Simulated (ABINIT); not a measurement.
**Tellurium (P3_121, 3 atoms a cell): G0W0 in ABINIT against the exchange cutoff**

Wanted: the cheapest exchange cutoff that holds the gap of Tellurium (P3_121, 3 atoms a cell).

Program: ABINIT 10.8.3. Level of theory: PBE and many-body steps on it, plane waves. Results are calculated unless marked as measured.

The database entry behind the starting cell differs from later determinations by our own check (inner coordinate of an old entry), so it need not match the best structure at ambient conditions.

### Step 1. Set-up

Symmetry: P3_121, No. 152, trigonal system. Conventional cell: a = 4.454 Å, b = 4.454 Å, c = 5.924 Å, α = 90.00°, β = 90.00°, γ = 120.00°. Nearest to Te lie 2 Te at 2.86 Å.

The cell and positions come from the Crystallography Open Database and are kept as given unless a step says otherwise. Spin-orbit coupling is left out unless a step names it.

### Step 2. Screening, 3×3×2 mesh, 100 bands, screening to 130.6 eV

This step: ABINIT 10.8.3; RPA screening on PBE, plane waves, norm-conserving pseudopotentials.

The RPA dielectric matrix is built and inverted for each q.

Contents of run.abi:

```
acell 3*1.0 Angstrom
rprim 
  4.454000000025 -0.000000000006 0.000000000000
  -2.227000000008 3.857277148481 0.000000000000
  0.000000000000 0.000000000000 5.924000000000
ntypat 1
znucl 52
natom 3
typat 1 1 1
xred 
  0.269000000000 0.000000000000 0.333333333333
  0.000000000000 0.269000000000 0.666666666667
  0.731000000000 0.731000000000 -0.000000000000
pp_dirpath "pseudos"
pseudos "Te.upf"
ecut 34
ngkpt 3 3 2
nshiftk 1
shiftk 0 0 0
kptopt 1
chksymbreak 0
istwfk *1
occopt 1
irdwfk 1
optdriver 3
nband 100
ecuteps 4.8
inclvkb 2
awtr 1
symchi 1
indata_prefix "in"
outdata_prefix "out"
tmpdata_prefix "tmp"
```

Started as:

```console
OMP_NUM_THREADS=1 mpirun -n 4 abinit run.abi > log
```

The log of the run:

```text
.Version 10.8.3 of ABINIT. v10.8.2 released Aug 2026.

 Symmetries : space group P3_1 2 1 (#152); Bravais hP (primitive hexag.)
[... echo of the input left out ...]
== DATASET  1 ==================================================================
-   mpi_nproc: 4, omp_nthreads: 1 (-1 if OMP is not activated)

--- !DatasetInfo
iteration_state: {dtset: 1, }
dimensions: {natom: 3, nkpt: 6, mband: 100, nsppol: 1, nspinor: 1, nspden: 1, mpw: 6557, }
cutoff_energies: {ecut:  34.0, pawecutdg:  -1.0, }
electrons: {nelect:   4.80000000E+01, charge:   0.00000000E+00, occopt:   1.00000000E+00, tsmear:   1.00000000E-02, }

 SCREENING: Calculation of the susceptibility and dielectric matrices

 Based on a program developped by R.W. Godby, V. Olevano, G. Onida, and L. Reining.
 Incorporated in ABINIT by V. Olevano, G.-M. Rignanese, and M. Torrent.
.Using double precision arithmetic ; gwpc =  8

[... cell and pseudopotentials left out ...]
--------------------------------------------------------------------------------

 ==== K-mesh for the wavefunctions ====
 Number of points in the irreducible wedge :     6
[... list of points left out ...]
 Together with  6 symmetry operations and time-reversal symmetry
 yields    18 points in the full Brillouin Zone.

 ==== Q-mesh for the screening function ====
 Number of points in the irreducible wedge :     6
[... list of points left out ...]
 Together with  6 symmetry operations and time-reversal symmetry
 yields    18 points in the full Brillouin Zone.

 setmesh: FFT mesh size selected  =    27x   27x   45
          total number of points  =        32805

 vcoul_init : cutoff-mode = AUXILIARY_FUNCTION
 q-points for optical limit:   1
     1)      0.000010    0.000020    0.000030

- screening: taking advantage of time-reversal symmetry
- Maximum band index for partially occupied states nbvw = 24
- Remaining bands to be divided among processors   nbcw = 76
- Number of bands treated by each node ~19

 Number of electrons calculated from density =   48.0000; Expected =   48.0000
 average of density, n =  0.069887
 r_s =    1.5060
 omega_plasma =   25.5009 [eV]

 calculating chi0 at frequencies [eV] :
  1    0.000000E+00    0.000000E+00
  2    0.000000E+00    2.550086E+01

--------------------------------------------------------------------------------
  q-point number  1        q = ( 0.000000, 0.000000, 0.000000) [r.l.u.]
--------------------------------------------------------------------------------
[... chi0 elements left out ...]
 For q-point:  0.000010 0.000020 0.000030
  dielectric constant =   1.64845E+03
  dielectric constant without local fields =   2.09898E+03

  Average fulfillment of the sum rule on Im[epsilon] for q-point    1 :     54.47  [%]
[... wings left out ...]
  q-point number  2        q = ( 0.333333, 0.000000, 0.000000) [r.l.u.]
--------------------------------------------------------------------------------
[... chi0 elements left out ...]
  Average fulfillment of the sum rule on Im[epsilon] for q-point    2 :     62.31  [%]

 [... 4 further q-points ...]
```

Run time: 31 s. Hardware: 4 MPI ranks of Arm Neoverse V1, shared host; peak memory 0.91 GiB; 2.1 min of CPU time.

Numbers from this step:

* ε∞ with local fields, on this mesh, along the program's q direction: 1648
* the same without local fields: 2099
* plasma frequency: 25.50 eV
* plane waves in the screening matrix: 329

Local fields lower ε∞ by 21 %. The value itself is an artefact of the mesh, where one narrow direct gap carries too much weight.

### Step 3. 3.4 Ha

This step: G0W0 on PBE, plane waves, norm-conserving pseudopotentials.

Changes to run.abi since step 2:

```diff
@@ -24,8 +24,17 @@
 irdwfk 1
-optdriver 3
+optdriver 4
 nband 100
+gwcalctyp 0
+ecutsigx 3.4
+symsigma 1
+nkptgw 2
+kptgw 
+  0.3333333333 0.3333333333 0.5000000000
+  0.0000000000 0.0000000000 0.0000000000
+bdgw 
+  23 27
+  22 26
 ecuteps 4.8
-inclvkb 2
-awtr 1
-symchi 1
+irdscr 1
+ppmodel 1
 indata_prefix "in"
```

The log of the run:

```text
.Version 10.8.3 of ABINIT. v10.8.2 released Aug 2026.

 Symmetries : space group P3_1 2 1 (#152); Bravais hP (primitive hexag.)
[... echo of the input left out ...]
== DATASET  1 ==================================================================
-   mpi_nproc: 4, omp_nthreads: 1 (-1 if OMP is not activated)

--- !DatasetInfo
iteration_state: {dtset: 1, }
dimensions: {natom: 3, nkpt: 6, mband: 100, nsppol: 1, nspinor: 1, nspden: 1, mpw: 6557, }
cutoff_energies: {ecut:  34.0, pawecutdg:  -1.0, }
electrons: {nelect:   4.80000000E+01, charge:   0.00000000E+00, occopt:   1.00000000E+00, tsmear:   1.00000000E-02, }

 SIGMA: Calculation of the GW corrections

 Based on a program developped by R.W. Godby, V. Olevano, G. Onida, and L. Reining.
 Incorporated in ABINIT by V. Olevano, G.-M. Rignanese, and M. Torrent.
.Using double precision arithmetic ; gwpc =  8

[... cell and pseudopotentials left out ...]
--------------------------------------------------------------------------------

 ==== K-mesh for the wavefunctions ====
 Number of points in the irreducible wedge :     6
[... list of points left out ...]
 Together with  6 symmetry operations and time-reversal symmetry
 yields    18 points in the full Brillouin Zone.

 ==== Q-mesh for screening function ====
 Number of points in the irreducible wedge :     6
[... list of points left out ...]
 Together with  6 symmetry operations and time-reversal symmetry
 yields    18 points in the full Brillouin Zone.

 vcoul_init : cutoff-mode = AUXILIARY_FUNCTION
 q-points for optical limit:   1
     1)      0.000010    0.000020    0.000030
 setmesh: FFT mesh size selected  =    27x   27x   45
          total number of points  =        32805

 Number of electrons calculated from density =   48.0000; Expected =   48.0000
 average of density, n =  0.069887
 r_s =    1.5060
 omega_plasma =   25.5009 [eV]

 === KS Band Gaps ===
  >>>> For spin  1
   Minimum direct gap =   0.1738 [eV], located at k-point      :   0.3333  0.3333  0.5000
   Fundamental gap    =   0.1738 [eV], Top of valence bands at :   0.3333  0.3333  0.5000
                                       Bottom of conduction at :   0.3333  0.3333  0.5000
 SIGMA fundamental parameters:
 PLASMON POLE MODEL  1
 number of plane-waves for SigmaX                  213
 number of plane-waves for SigmaC and W            213
 number of plane-waves for wavefunctions          6557
 number of bands                                   100
 number of independent spin polarizations            1
 number of spinorial components                      1
 number of k-points in IBZ                           6
 number of q-points in IBZ                           6
 number of symmetry operations                       6
 number of k-points in BZ                           18
 number of q-points in BZ                           18
 number of frequencies for dSigma/dE                 9
 frequency step for dSigma/dE [eV]                0.25
 number of omega for Sigma on real axis              0
 max omega for Sigma on real axis  [eV]           0.00
 zcut for avoiding poles [eV]                     0.10

 EPSILON^-1 parameters (SCR file):
 dimension of the eps^-1 matrix on file            329
 dimension of the eps^-1 matrix used               213
 number of plane-waves for wavefunctions          6557
 number of bands                                   100
 number of q-points in IBZ                           6
 number of frequencies                               2
 number of real frequencies                          1
 number of imag frequencies                          1

 matrix elements of self-energy operator (all in [eV])

 Perturbative Calculation

--- !SelfEnergy_ee
iteration_state: {dtset: 1, }
kpoint     : [   0.333,    0.333,    0.500, ]
spin       : 1
KS_gap     :    0.174
QP_gap     :    0.519
Delta_QP_KS:    0.345
data: !SigmaeeData |
     Band     E0 <VxcDFT>   SigX SigC(E0)      Z dSigC/dE  Sig(E)    E-E0       E
       23   4.683 -12.381 -13.850   1.507   0.785  -0.274 -12.352   0.029   4.713
       24   4.683 -12.381 -13.850   1.507   0.785  -0.274 -12.352   0.029   4.713
       25   4.857 -11.885  -8.665  -2.744   0.787  -0.270 -11.510   0.374   5.231
       26   6.003 -11.851  -8.572  -2.936   0.786  -0.272 -11.581   0.270   6.274
       27   6.003 -11.851  -8.572  -2.936   0.786  -0.272 -11.581   0.270   6.274

--- !SelfEnergy_ee
iteration_state: {dtset: 1, }
kpoint     : [   0.000,    0.000,    0.000, ]
spin       : 1
KS_gap     :    1.861
QP_gap     :    2.269
Delta_QP_KS:    0.408
data: !SigmaeeData |
     Band     E0 <VxcDFT>   SigX SigC(E0)      Z dSigC/dE  Sig(E)    E-E0       E
       22   3.007 -11.477 -13.804   2.191   0.775  -0.290 -11.582  -0.105   2.902
       23   3.007 -11.477 -13.804   2.191   0.775  -0.290 -11.582  -0.105   2.902
       24   3.836 -11.708 -13.996   2.078   0.779  -0.284 -11.872  -0.164   3.672
       25   5.696 -12.128  -9.021  -2.794   0.782  -0.279 -11.883   0.244   5.940
       26   5.696 -12.128  -9.021  -2.794   0.782  -0.279 -11.883   0.244   5.940

== END DATASET(S) ==============================================================
================================================================================

 -outvars: echo values of variables after computation  --------
           etotal      0.0000000000E+00
            nband         100
             nkpt           6
          spgroup         152
 [... the other variables as echoed above ...]

 Calculation completed.
```

Elapsed: 6.6 s, on 4 MPI ranks; peak memory 0.74 GiB; 26 s of CPU time.

Numbers from this step:

- G0W0 gap on the points computed: 0.5180 eV
- starting gap on the mesh: 0.1739 eV
- k of the valence top: 0.3333, 0.3333, 0.5
- k of the conduction bottom: 0.3333, 0.3333, 0.5
- Z at the valence top: 0.785
- Z at the conduction bottom: 0.787
- least direct G0W0 gap on the computed points: 0.5180 eV

### Step 4. 6.8 Ha

Changes to run.abi since step 3:

```diff
@@ -27,3 +27,3 @@
 gwcalctyp 0
-ecutsigx 3.4
+ecutsigx 6.8
 symsigma 1
```

The log of the run:

```text
.Version 10.8.3 of ABINIT. v10.8.2 released Aug 2026.

 Symmetries : space group P3_1 2 1 (#152); Bravais hP (primitive hexag.)
[... echo of the input left out ...]
== DATASET  1 ==================================================================
-   mpi_nproc: 4, omp_nthreads: 1 (-1 if OMP is not activated)

--- !DatasetInfo
iteration_state: {dtset: 1, }
dimensions: {natom: 3, nkpt: 6, mband: 100, nsppol: 1, nspinor: 1, nspden: 1, mpw: 6557, }
cutoff_energies: {ecut:  34.0, pawecutdg:  -1.0, }
electrons: {nelect:   4.80000000E+01, charge:   0.00000000E+00, occopt:   1.00000000E+00, tsmear:   1.00000000E-02, }

 SIGMA: Calculation of the GW corrections

 Based on a program developped by R.W. Godby, V. Olevano, G. Onida, and L. Reining.
 Incorporated in ABINIT by V. Olevano, G.-M. Rignanese, and M. Torrent.
.Using double precision arithmetic ; gwpc =  8

[... cell and pseudopotentials left out ...]
--------------------------------------------------------------------------------

 ==== K-mesh for the wavefunctions ====
 Number of points in the irreducible wedge :     6
[... list of points left out ...]
 Together with  6 symmetry operations and time-reversal symmetry
 yields    18 points in the full Brillouin Zone.

 ==== Q-mesh for screening function ====
 Number of points in the irreducible wedge :     6
[... list of points left out ...]
 Together with  6 symmetry operations and time-reversal symmetry
 yields    18 points in the full Brillouin Zone.

 vcoul_init : cutoff-mode = AUXILIARY_FUNCTION
 q-points for optical limit:   1
     1)      0.000010    0.000020    0.000030
 setmesh: FFT mesh size selected  =    27x   27x   45
          total number of points  =        32805

 Number of electrons calculated from density =   48.0000; Expected =   48.0000
[...]
number of omega for Sigma on real axis              0
 max omega for Sigma on real axis  [eV]           0.00
 zcut for avoiding poles [eV]                     0.10

 EPSILON^-1 parameters (SCR file):
 dimension of the eps^-1 matrix on file            329
 dimension of the eps^-1 matrix used               329
 number of plane-waves for wavefunctions          6557
 number of bands                                   100
 number of q-points in IBZ                           6
 number of frequencies                               2
 number of real frequencies                          1
 number of imag frequencies                          1

 matrix elements of self-energy operator (all in [eV])

 Perturbative Calculation

--- !SelfEnergy_ee
iteration_state: {dtset: 1, }
kpoint     : [   0.333,    0.333,    0.500, ]
spin       : 1
KS_gap     :    0.174
QP_gap     :    0.483
Delta_QP_KS:    0.309
data: !SigmaeeData |
     Band     E0 <VxcDFT>   SigX SigC(E0)      Z dSigC/dE  Sig(E)    E-E0       E
       23   4.683 -12.381 -14.273   1.496   0.784  -0.275 -12.692  -0.311   4.372
       24   4.683 -12.381 -14.273   1.496   0.784  -0.275 -12.692  -0.311   4.372
       25   4.857 -11.885  -9.135  -2.752   0.787  -0.271 -11.887  -0.002   4.855
[...]
--- !SelfEnergy_ee
iteration_state: {dtset: 1, }
kpoint     : [   0.000,    0.000,    0.000, ]
spin       : 1
KS_gap     :    1.861
QP_gap     :    2.196
Delta_QP_KS:    0.335
data: !SigmaeeData |
     Band     E0 <VxcDFT>   SigX SigC(E0)      Z dSigC/dE  Sig(E)    E-E0       E
[...]
25   5.696 -12.128  -9.417  -2.805   0.782  -0.279 -12.201  -0.074   5.622
       26   5.696 -12.128  -9.417  -2.805   0.782  -0.279 -12.201  -0.074   5.622

== END DATASET(S) ==============================================================
================================================================================

 -outvars: echo values of variables after computation  --------
           etotal      0.0000000000E+00
            nband         100
             nkpt           6
          spgroup         152
 [... the other variables as echoed above ...]

 Calculation completed.
```

It took 12 s on 4 MPI ranks; peak memory 0.83 GiB; 46 s of CPU time.

Numbers from this step:

```yaml
g0w0_gap_on_the_points_computed: 0.4830 eV
starting_gap_on_the_mesh: 0.1739 eV
k_of_the_valence_top: 0.3333, 0.3333, 0.5
k_of_the_conduction_bottom: 0.3333, 0.3333, 0.5
z_at_the_valence_top: 0.784
z_at_the_conduction_bottom: 0.787
least_direct_g0w0_gap_on_the_computed_points: 0.4830 eV
```

### Step 5. 13.6 Ha

The self-energy is evaluated for the states that the input lists, and the levels follow from it, in one-shot runs by the linearised quasiparticle equation.

Changes to run.abi since step 4:

```diff
@@ -27,3 +27,3 @@
 gwcalctyp 0
-ecutsigx 6.8
+ecutsigx 13.6
 symsigma 1
```

The log of the run:

```text
.Version 10.8.3 of ABINIT. v10.8.2 released Aug 2026.

 Symmetries : space group P3_1 2 1 (#152); Bravais hP (primitive hexag.)
[... echo of the input left out ...]
== DATASET  1 ==================================================================
-   mpi_nproc: 4, omp_nthreads: 1 (-1 if OMP is not activated)

--- !DatasetInfo
iteration_state: {dtset: 1, }
dimensions: {natom: 3, nkpt: 6, mband: 100, nsppol: 1, nspinor: 1, nspden: 1, mpw: 6557, }
cutoff_energies: {ecut:  34.0, pawecutdg:  -1.0, }
[...]
Band     E0 <VxcDFT>   SigX SigC(E0)      Z dSigC/dE  Sig(E)    E-E0       E
[...]
25   5.696 -12.128  -9.561  -2.805   0.782  -0.279 -12.314  -0.186   5.510
       26   5.696 -12.128  -9.561  -2.805   0.782  -0.279 -12.314  -0.186   5.510

== END DATASET(S) ==============================================================
================================================================================

 -outvars: echo values of variables after computation  --------
           etotal      0.0000000000E+00
            nband         100
             nkpt           6
          spgroup         152
 [... the other variables as echoed above ...]

 Calculation completed.
```

Wall time 12 s (4 MPI ranks); peak memory 0.83 GiB.

Numbers from this step:

```yaml
g0w0_gap_on_the_points_computed: 0.4790 eV
starting_gap_on_the_mesh: 0.1739 eV
k_of_the_valence_top: 0.3333, 0.3333, 0.5
k_of_the_conduction_bottom: 0.3333, 0.3333, 0.5
least_direct_g0w0_gap_on_the_computed_points: 0.4790 eV
```

The gap on the mesh goes from 0.17 eV to 0.48 eV, a correction of +0.31 eV.

(Part 1 of 2 ends here.)

[Paths, hosts, dates, memory and timing lines, banners, echoed tables and standing remarks are left out of the program output.]

[Logs are printed without paths, hosts, clocks, repeated set-up lines and the standing remarks that a program may print on its own settings, such as how far it seeks lower states.]

[Runs of the session that timed out or met a known fault of the program may be left out.]

[Hosts, paths, dates, database ids (printed as entryN), source tags and the programs' standing remarks are cut or masked in the printed files.]

[G0W0 gaps are taken among the corrected bands and points alone; a level outside them can change the order at an edge.]

[Where Ansatz stands beside ABINIT at settings called matched, ABINIT's density can come from a denser mesh and the files from another edition; pairs whose starting gaps differed by over 0.03 eV were left out, so agreement reads better than it is.]
